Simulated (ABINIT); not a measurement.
# A GW chain in ABINIT: AgCl (Fm-3m)

How does a plane-wave GW calculation on AgCl (Fm-3m) run from the first input to the gap?

Calculated with ABINIT 10.8.3; PBE and many-body steps on it, plane waves.

Most raw output is cut from this account.

## 1. The starting structure

It takes space group Fm-3m (No. 225, cubic). The conventional cell has a = 5.545 Å, b = 5.545 Å, c = 5.545 Å, α = 90.00°, β = 90.00°, γ = 90.00°. Nearest to Ag lie 6 Cl at 2.77 Å. Cl has 6 Ag at 2.77 Å nearest. Farther neighbours and most contacts between anions are not listed.

The cell and positions are those that the Materials Project relaxed with its own functionals (PBE, PBE+U or r2SCAN), kept fixed.

## 2. Ground state

This step: ABINIT 10.8.3; DFT, PBE, plane waves, norm-conserving pseudopotentials.

The ground-state density comes first.

run.abi

```
acell 3*1.0 Angstrom
rprim 
  0.000000000000 2.772662996800 2.772662996800
  2.772662996800 0.000000000000 2.772662996800
  2.772662996800 2.772662996800 0.000000000000
ntypat 2
znucl 47 17
natom 2
typat 1 2
xred 
  0.000000000000 0.000000000000 0.000000000000
  0.500000000000 0.500000000000 0.500000000000
pp_dirpath "pseudos"
pseudos "Ag.upf, Cl.upf"
ecut 37
ngkpt 6 6 6
nshiftk 1
shiftk 0 0 0
kptopt 1
chksymbreak 0
nband 18
occopt 1
tolvrs 1e-10
nstep 60
prtwf 0
optforces 0
optstress 0
indata_prefix "in"
outdata_prefix "out"
tmpdata_prefix "tmp"
```

The run is started by

```bash
$ OMP_NUM_THREADS=1 mpirun -n 8 abinit run.abi > log
```

The job ended after 7.8 s (8 MPI ranks of Arm Neoverse V1, shared host; peak memory 0.6 GiB).

This step gave:

```yaml
total_energy: -4665.3388 eV
gap: 0.9127 eV
k_of_the_valence_top: 0.5, 0, 0
k_of_the_conduction_bottom: 0, 0, 0
least_direct_gap: 3.230 eV
```

The gap is indirect, with the least direct gap 2.32 eV higher.

## 3. Bands along the symmetry lines

Levels along a band path, at the cheap level, show where the edges lie and whether the meshes to come will hold them.

run.abi

```
acell 3*1.0 Angstrom
rprim 
  0.000000000000 2.772662996800 2.772662996800
  2.772662996800 0.000000000000 2.772662996800
  2.772662996800 2.772662996800 0.000000000000
ntypat 2
znucl 47 17
natom 2
typat 1 2
xred 
  0.000000000000 0.000000000000 0.000000000000
  0.500000000000 0.500000000000 0.500000000000
pp_dirpath "pseudos"
pseudos "Ag.upf, Cl.upf"
ecut 37
iscf -2
irdden 1
kptopt 0
nkpt 50
kpt 
  0.00000000 0.00000000 0.00000000
  0.06250000 0.00000000 0.06250000
  0.12500000 0.00000000 0.12500000
  0.18750000 0.00000000 0.18750000
  0.25000000 0.00000000 0.25000000
  0.31250000 0.00000000 0.31250000
  0.37500000 0.00000000 0.37500000
  0.43750000 0.00000000 0.43750000
  0.50000000 0.00000000 0.50000000
  0.51562500 0.03125000 0.51562500
  0.53125000 0.06250000 0.53125000
  0.54687500 0.09375000 0.54687500
  0.56250000 0.12500000 0.56250000
  0.57812500 0.15625000 0.57812500
  0.59375000 0.18750000 0.59375000
  0.60937500 0.21875000 0.60937500
  0.62500000 0.25000000 0.62500000
  0.37500000 0.37500000 0.75000000
  0.32812500 0.32812500 0.65625000
  0.28125000 0.28125000 0.56250000
  0.23437500 0.23437500 0.46875000
  0.18750000 0.18750000 0.37500000
  0.14062500 0.14062500 0.28125000
  0.09375000 0.09375000 0.18750000
  0.04687500 0.04687500 0.09375000
  0.00000000 0.00000000 0.00000000
  0.06250000 0.06250000 0.06250000
  0.12500000 0.12500000 0.12500000
  0.18750000 0.18750000 0.18750000
  0.25000000 0.25000000 0.25000000
  0.31250000 0.31250000 0.31250000
  0.37500000 0.37500000 0.37500000
  0.43750000 0.43750000 0.43750000
  0.50000000 0.50000000 0.50000000
  0.50000000 0.46875000 0.53125000
  0.50000000 0.43750000 0.56250000
  0.50000000 0.40625000 0.59375000
  0.50000000 0.37500000 0.62500000
  0.50000000 0.34375000 0.65625000
  0.50000000 0.31250000 0.68750000
  0.50000000 0.28125000 0.71875000
  0.50000000 0.25000000 0.75000000
  0.50000000 0.21875000 0.71875000
  0.50000000 0.18750000 0.68750000
  0.50000000 0.15625000 0.65625000
  0.50000000 0.12500000 0.62500000
  0.50000000 0.09375000 0.59375000
  0.50000000 0.06250000 0.56250000
  0.50000000 0.03125000 0.53125000
  0.50000000 0.00000000 0.50000000
istwfk *1
nband 20
nbdbuf 2
tolwfr 1e-08
nstep 40
prtwf 0
prtvol 0
indata_prefix "in"
outdata_prefix "out"
tmpdata_prefix "tmp"
```

It took 11 s on 8 MPI ranks; peak memory 0.53 GiB.

Numbers from this step:

```yaml
gap: 0.9127 eV
k_of_the_valence_top: 0.5, 0.5, 0.5
k_of_the_conduction_bottom: 0, 0, 0
least_direct_gap: 2.992 eV
```

The gap is 0.913 eV, as in the run before at this level.

The electronic bands at the labelled points (eV, zero at the top of the highest filled band):

```csv
point,band 10,band 11,band 12,band 13,band 14,band 15,band 16,band 17
Γ,-2.40,-2.32,-2.32,-2.32,0.91,10.70,10.70,10.70
halfway,-2.31,-1.76,-1.76,-1.33,3.43,7.38,8.73,10.12
X,-2.21,-1.96,-1.96,-1.87,2.38,7.97,8.64,11.53
halfway,-1.97,-1.93,-1.77,-1.77,2.74,7.82,8.48,10.91
U,-2.02,-1.84,-1.65,-1.05,3.61,7.24,8.12,9.76
jump to K,-2.02,-1.84,-1.65,-1.05,3.61,7.24,8.12,9.76
halfway,-2.15,-1.71,-1.71,-0.24,3.77,7.32,8.06,8.75
Γ,-2.40,-2.32,-2.32,-2.32,0.91,10.70,10.70,10.70
halfway,-2.26,-2.00,-0.80,-0.80,2.94,7.79,9.13,9.13
L,-2.08,-1.76,0.00,0.00,4.24,6.54,7.62,7.62
halfway,-2.07,-1.83,-0.99,-0.48,4.97,5.67,8.07,8.48
W,-1.99,-1.96,-1.96,-1.18,4.19,7.87,7.87,7.99
halfway,-1.97,-1.96,-1.94,-1.47,3.10,7.81,8.34,9.74
X,-2.21,-1.96,-1.96,-1.87,2.38,7.97,8.64,11.53
```

## 4. Empty states on the mesh, 4×4×4 mesh, 132 bands

The sums over transitions need many empty states on a uniform mesh; this step solves for them.

run.abi

```
acell 3*1.0 Angstrom
rprim 
  0.000000000000 2.772662996800 2.772662996800
  2.772662996800 0.000000000000 2.772662996800
  2.772662996800 2.772662996800 0.000000000000
ntypat 2
znucl 47 17
natom 2
typat 1 2
xred 
  0.000000000000 0.000000000000 0.000000000000
  0.500000000000 0.500000000000 0.500000000000
pp_dirpath "pseudos"
pseudos "Ag.upf, Cl.upf"
ecut 37
ngkpt 4 4 4
nshiftk 1
shiftk 0 0 0
kptopt 1
chksymbreak 0
irdden 1
istwfk *1
nband 132
prtvol 0
optdriver 6
gwr_task "HDIAGO"
paral_kgb 0
occopt 1
indata_prefix "in"
outdata_prefix "out"
tmpdata_prefix "tmp"
```

The job ended after 27 s (8 MPI ranks; peak memory 4.6 GiB; 3.6 min of CPU time).

This step gave:

| Item | Value |
| --- | --- |
| gap | 0.9128 eV |
| k of the valence top | 0.5, 0, 0 |
| k of the conduction bottom | 0, 0, 0 |
| least direct gap | 3.230 eV |
| k points computed | 8 |
| lowest point of the top converged band, above the valence top | 100.4976 eV |

On this mesh the gap is 0.913 eV.

## 5. Screening, 4×4×4 mesh, 124 bands, screening to 163.3 eV

The RPA dielectric matrix is built and inverted for each q.

This step: RPA screening on PBE, plane waves, norm-conserving pseudopotentials.

run.abi, as its differences from that of step 4:

```diff
@@ -20,10 +20,11 @@
 chksymbreak 0
-irdden 1
 istwfk *1
-nband 132
-prtvol 0
-optdriver 6
-gwr_task "HDIAGO"
-paral_kgb 0
 occopt 1
+irdwfk 1
+optdriver 3
+nband 124
+ecuteps 6
+inclvkb 2
+awtr 1
+symchi 1
 indata_prefix "in"
```

The job ended after 19 s (8 MPI ranks; peak memory 1.5 GiB; 2.6 min of CPU time).

Numbers from this step:

```yaml
eps_infinity_with_local_fields_on_this_mesh_along_the_program_s_q_direction: 5.283
the_same_without_local_fields: 5.740
plasma_frequency: 29.00 eV
plane_waves_in_the_screening_matrix: 181
```

Local fields lower ε∞ by 8 %. On a Γ-centred mesh this coarse the value itself is usually too large, while a short band sum pulls it down.

## 6. Self-energy, 4×4×4 mesh, 124 bands, screening to 163.3 eV

The self-energy is evaluated for the states that the input lists, and the levels follow from it, in one-shot runs by the linearised quasiparticle equation.

This step: G0W0 on PBE, plane waves, norm-conserving pseudopotentials.

run.abi, as its differences from that of step 5:

```diff
@@ -23,8 +23,17 @@
 irdwfk 1
-optdriver 3
+optdriver 4
 nband 124
+gwcalctyp 0
+ecutsigx 37
+symsigma 1
+nkptgw 2
+kptgw 
+  0.5000000000 0.0000000000 0.0000000000
+  0.0000000000 0.0000000000 0.0000000000
+bdgw 
+  12 15
+  11 17
 ecuteps 6
-inclvkb 2
-awtr 1
-symchi 1
+irdscr 1
+ppmodel 1
 indata_prefix "in"
```

It took 6.2 s on 8 MPI ranks; peak memory 1.3 GiB.

Numbers from this step:

- G0W0 gap on the points computed: 2.129 eV
- starting gap on the mesh: 0.9128 eV
- k of the valence top: 0.5, 0, 0
- k of the conduction bottom: 0, 0, 0
- Z at the valence top: 0.798
- Z at the conduction bottom: 0.83
- least direct G0W0 gap on the computed points: 4.674 eV

The gap on the mesh goes from 0.91 eV to 2.13 eV, a correction of +1.22 eV.

Limits: finite bands, cutoff and mesh; d shell near the gap, gap tends to lie low; no spin-orbit coupling; coarse k mesh. v1 is the top filled band, c1 the lowest empty one. Levels before and after the correction, in eV, zero at the valence-band top of each column:

```
           conduction bottom  valence top
Kohn-Sham               0.91         0.00
     G0W0               2.13         0.00
```

|  | level | energy (eV) |
| --- | --- | --- |
| Kohn-Sham | (0.5 0 0) v2-v1 | 0.000 |
| Kohn-Sham | (0.5 0 0) c1 | 4.239 |
| Kohn-Sham | (0.5 0 0) c2 | 6.542 |
| Kohn-Sham | Γ v3-v1 | -2.317 |
| Kohn-Sham | Γ c1 | 0.913 |
| Kohn-Sham | Γ c2-c4 | 10.700 |
| G0W0 | (0.5 0 0) v2-v1 | 0.000 |
| G0W0 | (0.5 0 0) c1 | 5.330 |
| G0W0 | (0.5 0 0) c2 | 8.203 |
| G0W0 | Γ v3-v1 | -2.545 |
| G0W0 | Γ c1 | 2.129 |
| G0W0 | Γ c2-c4 | 12.328 |

## 7. Where the time went

Times are wall times on 8 MPI ranks of Arm Neoverse V1, shared host, good to a factor of about two.

| step | time | share | memory (GiB) |
| --- | --- | --- | --- |
| ground state | 7.8 s | 11 % | 0.6 |
| bands along the symmetry lines | 11 s | 16 % | 0.53 |
| empty states on the mesh | 27 s | 38 % | 4.6 |
| screening | 19 s | 27 % | 1.5 |
| self-energy | 6.2 s | 9 % | 1.3 |

## 8. Outcome

```json
{
  "PBE gap": "0.91 eV, indirect",
  "G0W0 gap on the mesh": "2.13 eV",
  "GW settings": "4×4×4 mesh, 124 bands, screening to 163.3 eV, Godby-Needs plasmon pole",
  "known limits": "not at the basis limit; d shell near the gap, gap tends to lie low; no spin-orbit coupling; coarse k mesh"
}
```

G0W0 moves the gap on the mesh from 0.91 eV to 2.13 eV (+1.22 eV), with Z of 0.80 and 0.83 at the edges. Local fields lower the RPA ε∞ on this mesh from 5.74 to 5.28; a Γ-centred mesh this coarse tends to raise both, most where the direct gap is narrow, while a short band sum lowers them. Only 2 of the mesh's irreducible points were corrected, so a valley elsewhere could overtake. Bands and cutoff are finite, so the gap is not at the basis limit. The miss can reach some tenths of an eV and take either sign; the mesh is an error of its own. In the G0W0 run levels were corrected at 2 k points alone, so a gap called «on the mesh» is the least over those, and an edge elsewhere would be missed. The 4×4×4 mesh is coarse for this cell, which bears on the long-range parts of exchange and screening. A d shell, filled or nearly so, lies near the gap. One-shot GW converges very slowly in bands there, not always from below, and on a semilocal start the gap tends to come out low; starts rich in exact exchange can overshoot instead. The many-body steps are scalar-relativistic: spin-orbit coupling is not in them.

[Paths, hosts, dates, memory and timing lines, banners, echoed tables and standing remarks are left out of the program output.]

[Logs are printed without paths, hosts, clocks, repeated set-up lines and the standing remarks that a program may print on its own settings, such as how far it seeks lower states.]

[Runs of the session that timed out or met a known fault of the program may be left out.]

[Hosts, paths, dates, database ids (printed as entryN), source tags and the programs' standing remarks are cut or masked in the printed files.]

[G0W0 gaps are taken among the corrected bands and points alone; a level outside them can change the order at an edge.]

[Where Ansatz stands beside ABINIT at settings called matched, ABINIT's density can come from a denser mesh and the files from another edition; pairs whose starting gaps differed by over 0.03 eV were left out, so agreement reads better than it is.]
